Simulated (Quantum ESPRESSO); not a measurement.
## MnSi: spin-resolved density of states: ground-state run

Quantum ESPRESSO 7.5; PBEsol; plane waves with GBRV 1.5 PBEsol potentials, no spin-orbit coupling.

The database entry behind the starting cell differs from later determinations by our own check (0.1 to 0.3 % short, probably kX units), so it need not match the best structure at ambient conditions.

This state came out lowest in a comparison of starts that is told elsewhere.

pw.in reads:

```
&CONTROL
  calculation = 'scf'
  prefix = 'pwscf'
  outdir = './tmp'
  pseudo_dir = './pseudo'
  disk_io = 'low'
/
&SYSTEM
  ibrav = 0
  celldm(1) = 8
  nat = 8
  ntyp = 3
  ecutwfc = 40
  ecutrho = 280
  nbnd = 58
  occupations = 'smearing'
  smearing = 'fd'
  degauss = 0.00734986
  nspin = 2
  starting_magnetization(1) = 0.2333
  starting_magnetization(2) = -0.2333
  starting_magnetization(3) = 0
/
&ELECTRONS
  conv_thr = 1.6d-08
  electron_maxstep = 150
  mixing_beta = 0.3
/
ATOMIC_SPECIES
Mn1    54.9380 mn_pbesol_v1.5.uspp.F.UPF
Mn2    54.9380 mn_pbesol_v1.5.uspp.F.UPF
Si     28.0850 si_pbesol_v1.uspp.F.UPF
CELL_PARAMETERS alat
   1.0743093018498    0.0000000000000    0.0000000000000
   0.0000000000000    1.0743093018498    0.0000000000000
   0.0000000000000    0.0000000000000    1.0743093018498
ATOMIC_POSITIONS crystal
Mn1     0.1380000000    0.1380000000    0.1380000000
Mn1     0.3620000000    0.8620000000    0.6380000000
Mn1     0.6380000000    0.3620000000    0.8620000000
Mn2     0.8620000000    0.6380000000    0.3620000000
Si      0.8460000000    0.8460000000    0.8460000000
Si      0.6540000000    0.1540000000    0.3460000000
Si      0.3460000000    0.6540000000    0.1540000000
Si      0.1540000000    0.3460000000    0.6540000000
K_POINTS automatic
6 6 6 0 0 0
```

Started as:

```console
> OMP_NUM_THREADS=1 mpirun -n 4 pw.x -nk 4 -in pw.in > pw.out
```

**Question.** What does this run give for the spin moment in the atom's sphere?

The site moments add up to 3.75 μB, near the cell's 3.84 μB; the rest lies between the atoms. Symmetry leaves 2 kinds of site among the 8 atoms, and equivalent atoms carry values of equal size.

Spin moment in the atom's sphere by atom:

```
atom  spin moment in the atom's sphere (μB)
 Mn1                                  0.978
 Mn2                                  0.978
 Mn3                                  0.978
 Mn4                                  0.978
 Si5                                 -0.041
 Si6                                 -0.041
 Si7                                 -0.041
 Si8                                 -0.041
```

Read from the output:

| Quantity | Value |
| --- | --- |
| magnetization | 3.841 μB |
| absolute magnetization | 4.474 μB |
| final state | ferromagnetic |

The typed signs were not kept.

[Logs and program files are shortened in this print: banners, set-up blocks, solver, clock and traceback lines can be left out without a mark of their own.]

[Logs are printed without paths, hosts, clocks, repeated set-up lines and the standing remarks that a program may print on its own settings, such as how far it seeks lower states.]

[Hosts, paths, dates, database ids (printed as entryN), source tags and the programs' standing remarks are cut or masked in the printed files.]

[Where a cell is said to come from a database of computed structures, the database is the Materials Project.]
